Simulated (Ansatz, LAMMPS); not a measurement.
# Structural relaxation of aqueous Ca2+ and TFSI-, 6.5 mol of salt per kg of water, from a frame at 300 K (113 atoms)

Aim: bring aqueous Ca2+ and TFSI-, 6.5 mol of salt per kg of water, from a frame at 300 K (113 atoms) to a nearby minimum of the energy and see what moves.

Calculated with Ansatz 0.2.0; Kohn-Sham DFT, RPBE+D4, PAW (set soft_2), plane waves.

## Step 1: Set-up

The cell holds 113 atoms: 4 N, 8 S, 33 O, 8 C, 24 F, 34 H and 2 Ca. Cell: a = 11.188 Å, b = 11.188 Å, c = 11.188 Å, α = 90.0°, β = 90.0°, γ = 90.0°. 17 H2O, 2 Ca2+, 4 TFSI- placed at random, at 1.79 g/cm³; overlaps pushed apart, then 10 ps at 420 K with divalent ions of Li, Roberts, Chakravorty and Merz (J. Chem. Theory Comput. 9, 2733 (2013)); MMFF94 bonds, angles, torsions, charges and radii (Halgren, J. Comput. Chem. 17, 490 (1996)) in harmonic and 12-6 forms; SPC/E water (Berendsen, Grigera and Straatsma, J. Phys. Chem. 91, 6269 (1987)); charges of ions scaled by 0.85. Snapshot after 20 ps at 300 K and fixed volume.

What the set-up can't give: The network of contacts between molecules at the start is that of the classical potential that made the cell. The concentration wasn't checked against solubility and may exceed it. Sampling is at Γ alone, for a cell whose shortest periodic width is 11 Å.

## Step 2: Making the structure

A classical potential supplies the starting structure, since it reaches far longer times than DFT.

This step: classical MD, divalent ions of Li, Roberts, Chakravorty and Merz (J. Chem. Theory Comput. 9, 2733 (2013)); MMFF94 bonds, angles, torsions, charges and radii (Halgren, J. Comput. Chem. 17, 490 (1996)) in harmonic and 12-6 forms; SPC/E water (Berendsen, Grigera and Straatsma, J. Phys. Chem. 91, 6269 (1987)); charges of ions scaled by 0.85 (LAMMPS 22 Jul 2025 - Update 4).

in.lmp

```
# aqueous Ca2+ and TFSI-, 6.5 mol of salt per kg of water
units real
atom_style full
boundary p p p
bond_style harmonic
angle_style harmonic
dihedral_style opls
improper_style harmonic
special_bonds lj 0 0 0.5 coul 0 0 0.75
read_data data.lmp
neigh_modify delay 0 every 1 check yes one 4000
comm_modify cutoff 12.0
timestep 0.5
thermo_style custom step time temp pe press density
thermo_modify norm yes
# push overlapping molecules apart
pair_style soft 2.6
pair_coeff * * 0.0
variable a equal ramp(1,60)
fix ad all adapt 1 pair soft a * * v_a
velocity all create 420 43694 mom yes dist gaussian
fix lim all nve/limit 0.03
fix lan all langevin 420 420 50 43695 zero yes
thermo 1000
run 3000 post no
unfix ad
pair_style lj/cut/coul/long 9.0
pair_modify mix arithmetic tail yes
pair_coeff 1 1 0.0721 3.5530   # N
pair_coeff 2 2 0.2681 3.4180   # S
pair_coeff 3 3 0.0763 3.0960   # O
pair_coeff 4 4 0.0678 3.3680   # C
pair_coeff 5 5 0.0801 2.5590   # F
pair_coeff 6 6 0.1553 3.1660   # O
# [... 21 lines left out ...]
compute msd all msd com yes
thermo 5000
fix md all nvt temp 300 300 100
run 20000 post no
print "== T300: mean square displacement over the hold $(c_msd[4]:%.2f) A^2"
unfix md
uncompute msd
write_dump all custom T300.dump id type xs ys zs modify sort id
```

Command:

```
lmp -in in.lmp -log none -nocite
```

Numbers of over 12 decimals in the logs are rounded to 6 here.

Log:

```text
LAMMPS (22 Jul 2025 - Update 4)
Reading data file ...
  orthogonal box = (0 0 0) to (11.18771 11.18771 11.18771)
  113 atoms
  orthogonal box = (0 0 0) to (11.18771 11.18771 11.18771)
  90 bonds
  117 angles
  96 dihedrals
WARNING: Bond/angle/dihedral extent > half of periodic box length
   Step          Time           Temp          PotEng         Press         Density
         0   0              420            0.76498989    -14253.425      1.787002
      1000   500            426.90812      1.4212398      17027.185      1.787002
      2000   1000           439.23059      1.479034       23315.937      1.787002
      3000   1500           375.26283      1.2769627      21655.696      1.787002
WARNING: Bond/angle/dihedral extent > half of periodic box length
Loop time of 0.201041 s on 1 MPI rank(s) for 3000 steps with 113 atoms
PPPM initialization ...
WARNING: System is not charge neutral, net charge = 4e-05
  G vector (1/distance) = 0.31321399
  grid = 8 8 8
  estimated relative force accuracy = 3.4770381e-05
WARNING: Bond/angle/dihedral extent > half of periodic box length
   Step          Time           Temp          PotEng         Press         Density
      3000   1500           375.26283      2.5666102      30945.779      1.787002
[... 17 lines left out ...]
Loop time of 0.828754 s on 1 MPI rank(s) for 2000 steps with 113 atoms
WARNING: Bond/angle/dihedral extent > half of periodic box length
   Step          Time           Temp          PotEng         Press         Density
      2000   1000           493.62101     -2.5167871     -2929.2173      1.787002
[... 5 lines left out ...]
WARNING: Bond/angle/dihedral extent > half of periodic box length
Loop time of 4.53048 s on 1 MPI rank(s) for 10000 steps with 113 atoms
WARNING: Bond/angle/dihedral extent > half of periodic box length
   Step          Time           Temp          PotEng         Press         Density
[... 4 lines left out ...]
WARNING: Bond/angle/dihedral extent > half of periodic box length
Loop time of 2.24194 s on 1 MPI rank(s) for 5000 steps with 113 atoms
WARNING: Bond/angle/dihedral extent > half of periodic box length
   Step          Time           Temp          PotEng         Press         Density
[... 2 lines left out ...]
     25000   24000          300.73273     -2.8931979     -2663.5969      1.787002
     30000   29000          315.98936     -2.901915      -1298.8673      1.787002
     35000   34000          274.49812     -2.9568836     -2990.1313      1.787002
     37000   36000          323.37456     -2.9829501     -3159.7174      1.787002
WARNING: Bond/angle/dihedral extent > half of periodic box length
Loop time of 8.82564 s on 1 MPI rank(s) for 20000 steps with 113 atoms
== T300: mean square displacement over the hold 2.97 A^2
```

Elapsed: 17 s, on 1 thread of Arm Neoverse V1, shared host; peak memory 0.12 GiB.

The input also reads data.lmp (atoms, bonds and types; not printed here).

## Step 3: Single point at the start

The forces at the start show how far the geometry lies from a minimum of this functional.

input.yaml

```yaml
crystal:
  lattice:
    - [11.18771, 0.0, 0.0]
    - [0.0, 11.18771, 0.0]
    - [0.0, 0.0, 11.18771]
  atoms:
    - { symbol: "N", position: [0.07763, 0.92874, 0.38975] }
    - { symbol: S, position: [0.20252, 0.86441, 0.41684] }
    - { symbol: O, position: [0.25908, 0.89268, 0.52851] }
    - { symbol: O, position: [0.2004, 0.73657, 0.38533] }
    - { symbol: C, position: [0.29052, 0.92879, 0.29207] }
    - { symbol: F, position: [0.25332, 0.04319, 0.26016] }
    - { symbol: F, position: [0.40814, 0.946, 0.32044] }
    - { symbol: F, position: [0.28103, 0.8623, 0.18968] }
    - { symbol: S, position: [0.96641, 0.84962, 0.39341] }
    - { symbol: O, position: [0.94903, 0.80137, 0.5105] }
    - { symbol: O, position: [0.96358, 0.76913, 0.28867] }
    - { symbol: C, position: [0.86056, 0.96395, 0.36656] }
    - { symbol: F, position: [0.78946, 0.98571, 0.46033] }
    - { symbol: F, position: [0.90606, 0.06946, 0.33113] }
    - { symbol: F, position: [0.7775, 0.93586, 0.28219] }
    - { symbol: "N", position: [0.51897, 0.54932, 0.10479] }
    - { symbol: S, position: [0.58487, 0.55584, 0.98521] }
    - { symbol: O, position: [0.64451, 0.4447, 0.94631] }
    - { symbol: O, position: [0.51784, 0.61268, 0.8904] }
    - { symbol: C, position: [0.70457, 0.65492, 0.02441] }
    - { symbol: F, position: [0.66764, 0.76604, 0.04588] }
    - { symbol: F, position: [0.76771, 0.62788, 0.12407] }
    - { symbol: F, position: [0.79063, 0.66816, 0.9304] }
    - { symbol: S, position: [0.38844, 0.50298, 0.09421] }
    - { symbol: O, position: [0.31003, 0.54457, 0.99836] }
    - { symbol: O, position: [0.32739, 0.49709, 0.20888] }
    - { symbol: C, position: [0.41516, 0.3475, 0.05909] }
    - { symbol: F, position: [0.52583, 0.30845, 0.09417] }
    - { symbol: F, position: [0.33802, 0.27828, 0.11489] }
    - { symbol: F, position: [0.40756, 0.32527, 0.93777] }
    - { symbol: "N", position: [0.76662, 0.55567, 0.44441] }
    - { symbol: S, position: [0.63864, 0.53256, 0.49369] }
    - { symbol: O, position: [0.55671, 0.46668, 0.41894] }
    - { symbol: O, position: [0.63945, 0.50208, 0.62148] }
    - { symbol: C, position: [0.58776, 0.68824, 0.48838] }
    - { symbol: F, position: [0.50367, 0.70703, 0.57384] }
    - { symbol: F, position: [0.68157, 0.76564, 0.51534] }
    - { symbol: F, position: [0.53817, 0.71942, 0.38543] }
    - { symbol: S, position: [0.84638, 0.44171, 0.42897] }
    - { symbol: O, position: [0.84766, 0.35422, 0.52545] }
    - { symbol: O, position: [0.96332, 0.47152, 0.38254] }
    - { symbol: C, position: [0.76608, 0.37475, 0.29777] }
    - { symbol: F, position: [0.69955, 0.27494, 0.32422] }
    - { symbol: F, position: [0.69193, 0.45211, 0.2439] }
    - { symbol: F, position: [0.84407, 0.33054, 0.21416] }
    - { symbol: "N", position: [0.11848, 0.04076, 0.7697] }
    - { symbol: S, position: [0.1497, 0.10783, 0.89266] }
    - { symbol: O, position: [0.2601, 0.06849, 0.95314] }
    - { symbol: O, position: [0.14977, 0.23875, 0.88304] }
    - { symbol: C, position: [0.02346, 0.0718, 0.98465] }
    - { symbol: F, position: [0.05264, 0.00994, 0.08542] }
    - { symbol: F, position: [0.9661, 0.17258, 0.02239] }
    - { symbol: F, position: [0.93238, 0.00795, 0.93364] }
    - { symbol: S, position: [0.0423, 0.12439, 0.68586] }
    - { symbol: O, position: [0.96976, 0.21375, 0.74332] }
    - { symbol: O, position: [0.97603, 0.06138, 0.58982] }
    - { symbol: C, position: [0.16949, 0.19673, 0.6153] }
    - { symbol: F, position: [0.26663, 0.20841, 0.69238] }
    - { symbol: F, position: [0.20484, 0.12998, 0.51657] }
    - { symbol: F, position: [0.1454, 0.30861, 0.57289] }
    - { symbol: O, position: [0.3351, 0.46083, 0.50657] }
    - { symbol: H, position: [0.34103, 0.4738, 0.59481] }
    - { symbol: H, position: [0.41586, 0.44084, 0.4739] }
    - { symbol: O, position: [0.71438, 0.17378, 0.91237] }
    - { symbol: H, position: [0.62985, 0.14728, 0.9005] }
    - { symbol: H, position: [0.76686, 0.10218, 0.92284] }
    - { symbol: O, position: [0.39985, 0.86922, 0.75476] }
    - { symbol: H, position: [0.35409, 0.83043, 0.6885] }
    - { symbol: H, position: [0.35677, 0.85665, 0.83206] }
    - { symbol: O, position: [0.88332, 0.4967, 0.75526] }
    - { symbol: H, position: [0.86347, 0.58311, 0.7666] }
    - { symbol: H, position: [0.97142, 0.4849, 0.76466] }
    - { symbol: O, position: [0.0614, 0.66871, 0.91594] }
    - { symbol: H, position: [0.00734, 0.72346, 0.87046] }
    - { symbol: H, position: [0.13442, 0.71345, 0.94155] }
    - { symbol: O, position: [0.10635, 0.58487, 0.56954] }
    - { symbol: H, position: [0.06778, 0.66183, 0.5936] }
    - { symbol: H, position: [0.12064, 0.53473, 0.64214] }
    [... 29 atom lines left out ...]
    - { symbol: H, position: [0.50375, 0.24702, 0.79134] }
    - { symbol: O, position: [0.26789, 0.78612, 0.96131] }
    - { symbol: H, position: [0.26608, 0.84397, 0.02943] }
    - { symbol: H, position: [0.29638, 0.70659, 0.99052] }
    - { symbol: Ca, position: [0.17292, 0.5213, 0.36505] }
    - { symbol: Ca, position: [0.7584, 0.31916, 0.73552] }
kpoints:
  mp_grid: { grid: [1, 1, 1] }
hamiltonian:
  xc: rpbe
  dispersion: d4
scf:
  occupations: { method: fixed }
output:
  forces: true
  stress: true
  populations: true
  dos:
    method: { smearing: { sigma: 0.15 } }
    de: 0.1
    projected: { site_lists: { C: [C], Ca: [Ca], F: [F], H: [H], "N": ["N"] } }
  eigenvalues: true
```

Command:

```
ansatz run input.yaml --threads 4 --pin off --max-ram 8192MiB --backend cpu --events-out ev --progress --plain --runs-dir out
```

Log:

```text
Engine: ansatz 0.2.0, aarch64-unknown-linux-gnu
Pseudopotentials: kind: paw
Pseudopotential: N, paw, valence charge 5, recommended cutoff 420 eV (normal), N.paw.azcp
Pseudopotential: S, paw, valence charge 6, recommended cutoff 420 eV (normal), S.paw.azcp
Pseudopotential: O, paw, valence charge 6, recommended cutoff 420 eV (normal), O.paw.azcp
Pseudopotential: C, paw, valence charge 4, recommended cutoff 420 eV (normal), C.paw.azcp
Pseudopotential: F, paw, valence charge 7, recommended cutoff 420 eV (normal), F.paw.azcp
Pseudopotential: H, paw, valence charge 1, recommended cutoff 420 eV (normal), H.paw.azcp
Pseudopotential: Ca, paw, valence charge 10, recommended cutoff 420 eV (normal), Ca.paw.azcp
[... 5 lines on functional and potentials left out ...]
Crystal: 113 atoms, lattice volume = 1400.308 Å³
Basis set: ecut = 420 eV, 27369 PW (Γ), exchange–correlation on 150×150×150 points (8 copies of the dense FFT grid, shifted against one another)
Bands: 373, of which v1, the nominal top of the filled ones, is band 260 counted from 1 (259 counted from 0)
Symmetry: 1 space group operations
Space group: P1 (ITA 1), of the structure as read, at distance tolerance 1.1e-4 Å
k-points: 1
[... 21 lines on functional and potentials left out ...]
Initial density: superposition of atomic densities (neutral atoms: chi_scale 0, normalization atom), corrected by the library's trained network
Initial wavefunctions: pseudopotential atomic-orbital guess
Functional: x = rpbe, c = pbe(β = 0.066725)
SCF iter   1: F=—  HF=-53221.894945 eV  |F-HF|=—  |Δ(HF+E_count)|=         —  Δρ=6.79e-3  dr2=6.19e-1  ethr=1.77e-3  ⟨swp⟩=5.0  Hψ=1400  notcnv=0  defer=110
preconditioner: auto → Resta (q_TF=auto, 2.313 Å⁻¹)  ε∞=2.6  [insulator: Δε(μ)=5.032 eV  Ē_g=17.435 eV  n_scr=256 (ndim 8)  ℏωp=22.2 eV  f_vac=0.275  ε∞_Penn≈2.6]
SCF iter   2: F=—  HF=-53221.712540 eV  |F-HF|=—  |Δ(HF+E_count)|=   1.82e-1  Δρ=3.42e-3  dr2=1.18e-1  ethr=1.19e-4  ⟨swp⟩=2.0  Hψ=624  notcnv=0  defer=111
SCF iter   3: F=—  HF=-53221.715823 eV  |F-HF|=—  |Δ(HF+E_count)|=   3.28e-3  Δρ=1.45e-3  dr2=2.99e-2  ethr=2.26e-5  ⟨swp⟩=3.0  Hψ=464  notcnv=0  defer=111
SCF iter   4: F=—  HF=-53221.713339 eV  |F-HF|=—  |Δ(HF+E_count)|=   2.48e-3  Δρ=4.21e-4  dr2=2.74e-3  ethr=5.74e-6  ⟨swp⟩=3.0  Hψ=486  notcnv=0  defer=111
SCF iter   5: F=—  HF=-53221.713045 eV  |F-HF|=—  |Δ(HF+E_count)|=   2.93e-4  Δρ=2.63e-4  dr2=9.06e-4  ethr=5.27e-7  ⟨swp⟩=2.0  Hψ=503  notcnv=0  defer=111
SCF iter   6: F=—  HF=-53221.712880 eV  |F-HF|=—  |Δ(HF+E_count)|=   1.65e-4  Δρ=7.26e-5  dr2=8.51e-5  ethr=1.74e-7  ⟨swp⟩=2.0  Hψ=499  notcnv=0  defer=111
SCF iter   7: F=—  HF=-53221.710364 eV  |F-HF|=—  |Δ(HF+E_count)|=   2.52e-3  Δρ=2.88e-5  dr2=1.17e-5  ethr=1.64e-8  ⟨swp⟩=2.0  Hψ=633  notcnv=0  defer=111
SCF iter   8: F=—  HF=-53221.710361 eV  |F-HF|=—  |Δ(HF+E_count)|=   2.58e-6  Δρ=1.34e-5  dr2=2.48e-6  ethr=2.26e-9  ⟨swp⟩=2.0  Hψ=516  notcnv=0  defer=111
SCF iter   9: F=—  HF=-53221.710361 eV  |F-HF|=—  |Δ(HF+E_count)|=   5.83e-7  Δρ=5.05e-6  dr2=3.41e-7  ethr=4.77e-10  ⟨swp⟩=2.0  Hψ=498  notcnv=0  defer=111
SCF iter  10: F=-53221.710361 eV  HF=-53221.710361 eV  |F-HF|=6.51e-8  |Δ(HF+E_count)|=   1.02e-7  Δρ=2.30e-6  dr2=6.87e-8  ethr=1.92e-11  ⟨swp⟩=18.0  Hψ=2640  notcnv=0
SCF 1 converged in 10 iterations: F = -53221.710361 eV  dr2 = 6.87e-8
  greatest PAW one-centre occupation: 0.995 electrons in one spin orbital (limit 2), on the Ca atom at site 111 (counted from 0), in its partial waves of l = 0
SCF converged after 10 iterations
Free energy (F): -53221.710361 eV
Harris-Foulkes:  -53221.710361 eV  (|F-HF|=6.51e-8)
Internal energy: -53221.710361 eV  (E = F + TS)
E sigma→0 (E₀):  -53221.710361 eV
Fermi energy:    0.106336 eV
--- Per-component energies (eV) ---
  E_band       = -4818.079919
  E_kinetic    = 13953.349363
  E_local      = -50378.027731  (includes V_loc(G=0)·N_el)
  E_nonlocal   = 4063.520221
  E_hartree    = 19183.769126
  E_xc         = -6345.954293
  E_vxc        = -7768.161883  (∫ρ·V_xc dr)
  E_paw        = -18007.556933  (= ΣΔE_a)
  E_vpaw       = -3056.383661  (= ΣTr[D̂ρ^β])
  E_aug_tail   = 0.090518  (compensation charges beyond the density's cutoff)
  E_ewald      = -15670.772015
  E_disp       = -18.304750  (pairwise vdW)
  E_core_change = -1.823867  (= ΣΔE_core)
  E_smearing   = -0.000000  (= −TS)
  E_closure    = -0.000000  (closes the sum)
  Σ components = -53221.710361   (vs F -53221.710361, Δ=0.00e0)
--- Forces (eV/Å), atoms counted from 1 ---
  atom   1  N      3.47315175     1.23184197     0.23642891
  atom   2  S     -1.45609891    -1.23320358    -0.77576488
  atom   3  O      0.41253344     0.49002131     0.33203314
  atom   4  O      0.31969244     0.26244390     0.01911616
  atom   5  C      0.85146769     2.45365535    -1.41272622
  atom   6  F     -0.22222804    -0.95934541     0.47290651
  atom   7  F     -0.43851171    -0.94683719    -0.02481604
  atom   8  F      0.23112635     0.02546063     1.28307260
  atom   9  S      1.10982014    -2.69678314    -2.17723032
  atom  10  O     -0.82702621    -1.01395457     0.79735085
  atom  11  O     -1.06573222     0.63370175     1.19515705
  atom  12  C     -3.54575705     2.58950972    -1.10798446
  atom  13  F      0.30651822    -0.23864002     1.22459525
  atom  14  F      0.75874400    -0.01940812     0.01472865
[...]
atom 112  Ca     0.22299604     0.13476786     0.03351567
  atom 113  Ca    -0.39657019    -0.21878836     0.06043418
  max |Σ_I F_I| component: 1.50e-4 eV/Å
--- Stress (GPa, compression-positive) ---
        0.298590       0.812073      -1.113343
        0.812072       0.122939      -0.531702
       -1.113343      -0.531702       0.585697
  P = ⅓ Tr σ = 0.3357 GPa (3.357 kbar)
--- Band table (eV) ---
  k-point 0: bands = ["-38.7592", "-38.4678", "-27.0896", "-27.0552", [... 357 levels ...], "11.3506", "11.3916", "11.4574", "11.5156", "11.5716", "11.5928", "11.6118", "11.6729", "11.7300", "11.7623", "11.8276", "11.8510"]
--- Löwdin populations: 113 sites ---
  site symbol       q [e]
     0      N      5.8856
     1      S      3.8060
     2      O      6.6905
[...]
112     Ca      8.2555
  spilling = 0.014153 (of n_electrons = 520.000000)
```

Run time: 30 s. Hardware: 4 threads of Arm Neoverse V1, shared host; peak memory 1.8 GiB; 1.8 min of CPU time.

The run gave:

```yaml
free_energy: -53221.7104 eV
free_energy_per_atom: -470.9886 eV/atom
scf_cycles: 10
pressure: 0.3357 GPa
r_m_s_force_component: 0.9834 eV/Å
longest_force: 4.999 eV/Å
fermi_energy: 0.1063 eV
spacing_of_highest_filled_and_lowest_empty_level: 4.899 eV
spilling_of_the_projection: 0.01415
```

The r.m.s. force component of 0.98 eV/Å and the pressure of 0.34 GPa set the starting point.

Length of the force by element:

| element | coordination | atoms | mean length of the force (eV/Å) | spread | least | most |
| --- | --- | --- | --- | --- | --- | --- |
| C | all | 8 | 3.48 | 0.755 | 2.43 | 4.53 |
| Ca | all | 2 | 0.360 | 0.0971 | 0.263 | 0.457 |
| F | all | 24 | 1.16 | 0.373 | 0.436 | 2.12 |
| H | all | 34 | 1.22 | 0.290 | 0.73 | 1.65 |
| N | all | 4 | 2.18 | 0.963 | 1.26 | 3.69 |
| O | all | 33 | 0.885 | 0.511 | 0.205 | 2.30 |
| S | all | 8 | 2.92 | 1.22 | 0.741 | 5.00 |

(Part 1 of 3 ends here.)

[Logs are printed without paths, hosts, clocks, repeated set-up lines and the standing remarks that a program may print on its own settings, such as how far it seeks lower states.]

[Hosts, paths, dates, database ids (printed as entryN), source tags and the programs' standing remarks are cut or masked in the printed files.]

[The MMFF94 radii named for the starting cell were scaled by 0.96; in molecules described by MMFF94, hydrogen bound to N, O or S took a small fixed 12-6 site in their place.]
